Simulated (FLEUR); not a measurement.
## E(M) of VPt3

Aim: the energy of VPt3 as a function of its total spin moment.

Main program and level: FLEUR MaX-R8.1; PBEsol; all-electron FLAPW, Dirac cores, scalar-relativistic bands.

This is a report of a sequence of runs, with most program output left out.

## 1. The structure

The structure is cubic, space group Pm-3m (No. 221). The conventional cell has a = 3.870 Å, b = 3.870 Å, c = 3.870 Å, α = 90.00°, β = 90.00°, γ = 90.00°. V has 12 Pt at 2.74 Å nearest. Pt has 4 V at 2.74 Å and 8 Pt at 2.74 Å nearest. Farther neighbours are not listed.

Structure file:

```
V Pt
1.0
     3.87000    0.00000    0.00000
     0.00000    3.87000    0.00000
     0.00000    0.00000    3.87000
V Pt
1 3
Direct
  0.00000 0.00000 0.00000
  0.00000 0.50000 0.50000
  0.50000 0.00000 0.50000
  0.50000 0.50000 0.00000
```

## 2. The free run

The free run tells which range of moments is worth scanning.

inpgen writes inp.xml from crystal.txt; cutoffs, mixing, functional, smearing and local orbitals are then set in the file. The k list default-1 (kpts.xml, not shown) is a Γ-centred 8×8×8 mesh; where the ranks do not divide the number of points, some are split in two of half the weight. The seed on Pt dies away in this run, so the pattern is judged on the other seeded atoms.

File inp.xml:

```
<?xml version="1.0" encoding="UTF-8" standalone="no"?>
<fleurInput fleurInputVersion="0.39">
   <comment>
      VPt3
   </comment>
   <calculationSetup>
      <cutoffs Kmax="4.32" Gmax="13.0" GmaxXC="13.0" numbands="0"/>
      <scfLoop itmax="90" minDistance="0.00002" maxIterBroyd="15" imix="Anderson" alpha="0.05" precondParam="0.0" spinf="2.0" sdNocoIR="T"/>
      <coreElectrons ctail="T" frcor="F" kcrel="0" coretail_lmax="0"/>
      <xcFunctional name="PBEs" relativisticCorrections="F"/>
      <magnetism jspins="2"/>
      <soc l_soc="F" theta="0.0" phi="0.0" spav="F"/>
      <expertModes spex="0" secvar="F"/>
      <geometryOptimization l_f="F" forcealpha="1.0" forcemix="BFGS" epsdisp="0.00001" epsforce="0.00001"/>
      <ldaU l_linMix="F" mixParam="0.05" spinf="1.0"/>
   </calculationSetup>
   <cell>
      <bzIntegration valenceElectrons="61.0" mode="hist" fermiSmearingEnergy="0.00073499">
         <kPointListSelection listName="default-1"/>
         <xi:include xmlns:xi="http://www.w3.org/2001/XInclude" href="kpts.xml"> </xi:include>
      </bzIntegration>
      <xi:include xmlns:xi="http://www.w3.org/2001/XInclude" href="sym.xml"> </xi:include>
      <bulkLattice scale="1.0">
         <bravaisMatrix>
            <row-1>    7.3132401022020002     0.0000000000000000     0.0000000000000000</row-1>
            <row-2>    0.0000000000000000     7.3132401022020002     0.0000000000000000</row-2>
            <row-3>    0.0000000000000000     0.0000000000000000     7.3132401022020002</row-3>
         </bravaisMatrix>
      </bulkLattice>
   </cell>
   <atomSpecies>
      <species name="Vanadium (1.501" element="V" atomicNumber="23">
         <mtSphere radius="2.52" gridPoints="833" logIncrement="0.015"/>
         <atomicCutoffs lmax="10" lnonsphr="8"/>
         <electronConfig flipSpins="F">
            <coreConfig>(1s1/2) (2s1/2) (2p1/2) (2p3/2)</coreConfig>
            <valenceConfig>(3s1/2) (3p1/2) (3p3/2) (4s1/2) (3d3/2) (3d5/2)</valenceConfig>
            <stateOccupation state="(3d3/2)" spinUp="0.6" spinDown="0.6"/>
            <stateOccupation state="(3d5/2)" spinUp="1.6505" spinDown="0.1495"/>
         </electronConfig>
         <energyParameters s="4" p="4" d="3" f="4"/>
         <lo type="SCLO" l="0" n="3" eDeriv="0"/>
         <lo type="SCLO" l="1" n="3" eDeriv="0"/>
      </species>
      <species name="Platinum (.600" element="Pt" atomicNumber="78">
         <mtSphere radius="2.52" gridPoints="833" logIncrement="0.016"/>
         <atomicCutoffs lmax="10" lnonsphr="8"/>
         <electronConfig flipSpins="F">
            <coreConfig>(1s1/2) (2s1/2) (2p1/2) (2p3/2) (3s1/2) (3p1/2) (3p3/2) (4s1/2) (3d3/2) (3d5/2) (4p1/2) (4p3/2) (5s1/2) (4d3/2) (4d5/2) (4f5/2) (4f7/2)</coreConfig>
            <valenceConfig>(5p1/2) (5p3/2) (6s1/2) (5d3/2) (5d5/2)</valenceConfig>
            <stateOccupation state="(6s1/2)" spinUp="0.5" spinDown="0.5"/>
            <stateOccupation state="(5d3/2)" spinUp="1.8" spinDown="1.8"/>
            <stateOccupation state="(5d5/2)" spinUp="3.0" spinDown="2.4"/>
         </electronConfig>
         <energyParameters s="6" p="6" d="5" f="5"/>
         <lo type="SCLO" l="1" n="5" eDeriv="0"/>
      </species>
   </atomSpecies>
   <atomGroups>
      <atomGroup species="Vanadium (1.501">
         <relPos label="                   1">.0000000000 .0000000000 .0000000000</relPos>
         <force calculate="T" relaxXYZ="TTT"/>
      </atomGroup>
      <atomGroup species="Platinum (.600">
         <relPos label="                   2">.0000000000 1.000/2.000 1.000/2.000</relPos>
         <relPos label="                   3">1.000/2.000 .0000000000 1.000/2.000</relPos>
         <relPos label="                   4">1.000/2.000 1.000/2.000 .0000000000</relPos>
         <force calculate="T" relaxXYZ="TTT"/>
      </atomGroup>
   </atomGroups>
   <output dos="F" band="F" slice="F">
      <bandDOS minEnergy="-.5*Htr" maxEnergy="0.5*Htr" sigma="0.015" storeEVData="T"/>
      <plotting iplot="0" polar="F">
         <plot TwoD="T" vec1="  1.0  0.0  0.0" vec2="  0.0  1.0  0.0" vec3="  0.0  0.0  1.0" zero="  0.0  0.0  0.0" file="plot"/>
      </plotting>
      <moessbauerParams electricFieldGradient="F" isomerShift="F" coreHyperfine="F" valenceHyperfine="F"/>
   </output>
</fleurInput>
```

File crystal.txt:

```
VPt3
&input film=F cartesian=F /
3.87000000000  0.00000000000  0.00000000000
0.00000000000  3.87000000000  0.00000000000
0.00000000000  0.00000000000  3.87000000000
1.8897261246
1.0 1.0 1.0

4
23 0.00000000000  0.00000000000  0.00000000000 : 1.501
78 0.00000000000  0.50000000000  0.50000000000 : 0.600
78 0.50000000000  0.00000000000  0.50000000000 : 0.600
78 0.50000000000  0.50000000000  0.00000000000 : 0.600

&kpt div1=8 div2=8 div3=8 gamma=T /
```

Launch:

```sh
> OMP_NUM_THREADS=1 inpgen -f crystal.txt > inpgen.log  # inp.xml is then edited as shown
> OMP_NUM_THREADS=1 mpirun -n 4 fleur_MPI > fleur.log
```

Wall time 97 s (4 MPI ranks of Arm Neoverse V1, shared host); peak memory 0.28 GiB; 6.5 min of CPU time.

Spin moment in the muffin-tin sphere by atom:

```
atom  spin moment in the muffin-tin sphere (μB)
  V1                                       1.43
 Pt2                                      -0.08
 Pt3                                      -0.08
 Pt4                                      -0.08
```

Read from the output:

```
free energy                                                       : -1531270.3046 eV
program's band gap on this mesh (in a metal only a level spacing) : 0.01203 eV
magnetization                                                     : 1.261 μB
final state                                                       : ferromagnetic, with opposed induced moments
```

After 27 cycles the largest moment stands at 1.43 μB.

## 3. No spin polarisation

Edit inp.xml of step 2 so:

```diff
@@ -10,3 +10,3 @@
       <xcFunctional name="PBEs" relativisticCorrections="F"/>
-      <magnetism jspins="2"/>
+      <magnetism jspins="1"/>
       <soc l_soc="F" theta="0.0" phi="0.0" spav="F"/>
@@ -31,3 +31,3 @@
    <atomSpecies>
-      <species name="Vanadium (1.501" element="V" atomicNumber="23">
+      <species name="Vanadium (V)" element="V" atomicNumber="23">
          <mtSphere radius="2.52" gridPoints="833" logIncrement="0.015"/>
@@ -37,4 +37,4 @@
             <valenceConfig>(3s1/2) (3p1/2) (3p3/2) (4s1/2) (3d3/2) (3d5/2)</valenceConfig>
-            <stateOccupation state="(3d3/2)" spinUp="0.6" spinDown="0.6"/>
-            <stateOccupation state="(3d5/2)" spinUp="1.6505" spinDown="0.1495"/>
+            <stateOccupation state="(3d3/2)" spinUp="0.600000" spinDown="0.600000"/>
+            <stateOccupation state="(3d5/2)" spinUp="0.900000" spinDown="0.900000"/>
          </electronConfig>
@@ -44,3 +44,3 @@
       </species>
-      <species name="Platinum (.600" element="Pt" atomicNumber="78">
+      <species name="Platinum (Pt)" element="Pt" atomicNumber="78">
          <mtSphere radius="2.52" gridPoints="833" logIncrement="0.016"/>
@@ -50,5 +50,5 @@
             <valenceConfig>(5p1/2) (5p3/2) (6s1/2) (5d3/2) (5d5/2)</valenceConfig>
-            <stateOccupation state="(6s1/2)" spinUp="0.5" spinDown="0.5"/>
-            <stateOccupation state="(5d3/2)" spinUp="1.8" spinDown="1.8"/>
-            <stateOccupation state="(5d5/2)" spinUp="3.0" spinDown="2.4"/>
+            <stateOccupation state="(6s1/2)" spinUp="0.500000" spinDown="0.500000"/>
+            <stateOccupation state="(5d3/2)" spinUp="1.800000" spinDown="1.800000"/>
+            <stateOccupation state="(5d5/2)" spinUp="2.700000" spinDown="2.700000"/>
          </electronConfig>
@@ -59,3 +59,3 @@
    <atomGroups>
-      <atomGroup species="Vanadium (1.501">
+      <atomGroup species="Vanadium (V)">
          <relPos label="                   1">.0000000000 .0000000000 .0000000000</relPos>
@@ -63,3 +63,3 @@
       </atomGroup>
-      <atomGroup species="Platinum (.600">
+      <atomGroup species="Platinum (Pt)">
          <relPos label="                   2">.0000000000 1.000/2.000 1.000/2.000</relPos>
```

File crystal.txt:

```
VPt3
&input film=F cartesian=F /
3.87000000000  0.00000000000  0.00000000000
0.00000000000  3.87000000000  0.00000000000
0.00000000000  0.00000000000  3.87000000000
1.8897261246
1.0 1.0 1.0

4
23 0.00000000000  0.00000000000  0.00000000000
78 0.00000000000  0.50000000000  0.50000000000
78 0.50000000000  0.00000000000  0.50000000000
78 0.50000000000  0.50000000000  0.00000000000

&kpt div1=8 div2=8 div3=8 gamma=T /
```

It took 39 s on 4 MPI ranks; peak memory 0.23 GiB; 2.6 min of CPU time.

Numbers from this step:

* free energy: -1531270.1270 eV
* program's band gap on this mesh (in a metal only a level spacing): 0.01078 eV
* final state: non-magnetic (no spin polarisation)

Its energy lies +177.7 meV a cell from the free run's.

## 4. Moment fixed at 1.22 μB

Two Fermi energies hold the total moment; the run starts from the free run's density. The seed on Pt dies away in this run, so the pattern is judged on the other seeded atoms.

Edit inp.xml of step 3 so:

```diff
@@ -10,3 +10,3 @@
       <xcFunctional name="PBEs" relativisticCorrections="F"/>
-      <magnetism jspins="1"/>
+      <magnetism jspins="2" fixed_moment="1.22"/>
       <soc l_soc="F" theta="0.0" phi="0.0" spav="F"/>
@@ -31,3 +31,3 @@
    <atomSpecies>
-      <species name="Vanadium (V)" element="V" atomicNumber="23">
+      <species name="Vanadium (1.501" element="V" atomicNumber="23">
          <mtSphere radius="2.52" gridPoints="833" logIncrement="0.015"/>
@@ -37,4 +37,4 @@
             <valenceConfig>(3s1/2) (3p1/2) (3p3/2) (4s1/2) (3d3/2) (3d5/2)</valenceConfig>
-            <stateOccupation state="(3d3/2)" spinUp="0.600000" spinDown="0.600000"/>
-            <stateOccupation state="(3d5/2)" spinUp="0.900000" spinDown="0.900000"/>
+            <stateOccupation state="(3d3/2)" spinUp="0.6" spinDown="0.6"/>
+            <stateOccupation state="(3d5/2)" spinUp="1.6505" spinDown="0.1495"/>
          </electronConfig>
@@ -44,3 +44,3 @@
       </species>
-      <species name="Platinum (Pt)" element="Pt" atomicNumber="78">
+      <species name="Platinum (.600" element="Pt" atomicNumber="78">
          <mtSphere radius="2.52" gridPoints="833" logIncrement="0.016"/>
@@ -50,5 +50,5 @@
             <valenceConfig>(5p1/2) (5p3/2) (6s1/2) (5d3/2) (5d5/2)</valenceConfig>
-            <stateOccupation state="(6s1/2)" spinUp="0.500000" spinDown="0.500000"/>
-            <stateOccupation state="(5d3/2)" spinUp="1.800000" spinDown="1.800000"/>
-            <stateOccupation state="(5d5/2)" spinUp="2.700000" spinDown="2.700000"/>
+            <stateOccupation state="(6s1/2)" spinUp="0.5" spinDown="0.5"/>
+            <stateOccupation state="(5d3/2)" spinUp="1.8" spinDown="1.8"/>
+            <stateOccupation state="(5d5/2)" spinUp="3.0" spinDown="2.4"/>
          </electronConfig>
@@ -59,3 +59,3 @@
    <atomGroups>
-      <atomGroup species="Vanadium (V)">
+      <atomGroup species="Vanadium (1.501">
          <relPos label="                   1">.0000000000 .0000000000 .0000000000</relPos>
@@ -63,3 +63,3 @@
       </atomGroup>
-      <atomGroup species="Platinum (Pt)">
+      <atomGroup species="Platinum (.600">
          <relPos label="                   2">.0000000000 1.000/2.000 1.000/2.000</relPos>
```

Launch:

```sh
> OMP_NUM_THREADS=1 mpirun -n 4 fleur_MPI > fleur.log
```

It took 51 s on 4 MPI ranks; peak memory 0.28 GiB.

This step gave:

- magnetization: 1.22 μB

Its energy lies +0.6 meV a cell from the free run's.

## 5. Moment fixed at 1.831 μB

The seed on Pt dies away in this run, so the pattern is judged on the other seeded atoms.

Edit inp.xml of step 4 so:

```diff
@@ -10,3 +10,3 @@
       <xcFunctional name="PBEs" relativisticCorrections="F"/>
-      <magnetism jspins="2" fixed_moment="1.22"/>
+      <magnetism jspins="2" fixed_moment="1.831"/>
       <soc l_soc="F" theta="0.0" phi="0.0" spav="F"/>
```

Elapsed: 71 s, on 4 MPI ranks; peak memory 0.28 GiB.

Numbers from this step:

```
magnetization : 1.831 μB
```

Its energy lies +60.0 meV a cell from the free run's.

## 6. Moment fixed at 0.61 μB

Edit inp.xml of step 5 so:

```diff
@@ -10,3 +10,3 @@
       <xcFunctional name="PBEs" relativisticCorrections="F"/>
-      <magnetism jspins="2" fixed_moment="1.831"/>
+      <magnetism jspins="2" fixed_moment="0.61"/>
       <soc l_soc="F" theta="0.0" phi="0.0" spav="F"/>
```

It took 82 s on 4 MPI ranks; peak memory 0.28 GiB.

This step gave:

| Item | Value |
| --- | --- |
| magnetization | 0.61 μB |

Its energy lies +101.7 meV a cell from the free run's.

## 7. Another try

An input with a fault is tried, to see how the program answers.

Edit inp.xml of step 2 so:

```diff
@@ -7,3 +7,3 @@
       <cutoffs Kmax="4.32" Gmax="13.0" GmaxXC="13.0" numbands="0"/>
-      <scfLoop itmax="90" minDistance="0.00002" maxIterBroyd="15" imix="Anderson" alpha="0.05" precondParam="0.0" spinf="2.0" sdNocoIR="T"/>
+      <scfLoop itmax="75" minDistance="0.00002" maxIterBroyd="15" imix="Anderson" alpha="0.05" precondParam="0.0" spinf="2.0" sdNocoIR="T"/>
       <coreElectrons ctail="T" frcor="F" kcrel="0" coretail_lmax="0"/>
@@ -17,3 +17,3 @@
    <cell>
-      <bzIntegration valenceElectrons="61.0" mode="hist" fermiSmearingEnergy="0.00073499">
+      <bzIntegration valenceElectrons="59.0" mode="hist" fermiSmearingEnergy="0.00073499">
          <kPointListSelection listName="default-1"/>
```

crystal.txt is that of step 2.

Launch:

```sh
> OMP_NUM_THREADS=1 inpgen -f crystal.txt > inpgen.log  # inp.xml is then edited as shown
> OMP_NUM_THREADS=1 mpirun -n 4 fleur_MPI > fleur.log
```

Elapsed: 3 s, on 4 MPI ranks; peak memory 0.12 GiB.

The run ended with an error.

The program's message: “Starting density not charge neutral”

The fault in the input: two valence electrons too few.

valenceElectrons must match the valence configurations of all atoms.

## 8. The curve

The other moments were run in the same way.

Table of energy over the lowest by total spin moment:

```
total spin moment (μB a cell)  energy over the lowest (meV a cell)
                         0.00                                  178
                         0.61                                  102
                         1.22                                0.612
                         1.26                                    0
                         1.83                                 60.0
                         2.44                                  222
                         3.05                                  495
                         3.66                                  891
```

The moment, largest sphere moment by total spin moment:

```csv
total spin moment (μB a cell),"moment, largest sphere moment (μB)"
0.00,0
0.61,0.936
1.22,1.42
1.26,1.43
1.83,1.54
2.44,1.67
3.05,1.91
3.66,2.11
```

## 9. Summary of results

| Property | Result |
| --- | --- |
| moment of the free run | 1.26 μB a cell |
| moment of the lowest point | 1.26 μB a cell |
| energy of the spinless run | 178 meV a cell over the lowest |

**Reading.** The lowest point lies 178 meV a cell under the spinless run, in free energy at a smearing of 0.02 eV. The point at zero is the spinless run. Opposed orders, which also have no total moment, were not run.

[Logs and program files are shortened in this print: banners, set-up blocks, solver, clock and traceback lines can be left out without a mark of their own.]

[Logs are printed without paths, hosts, clocks, repeated set-up lines and the standing remarks that a program may print on its own settings, such as how far it seeks lower states.]

[Hosts, paths, dates, database ids (printed as entryN), source tags and the programs' standing remarks are cut or masked in the printed files.]

[Where a cell is said to come from a database of computed structures, the database is the Materials Project.]
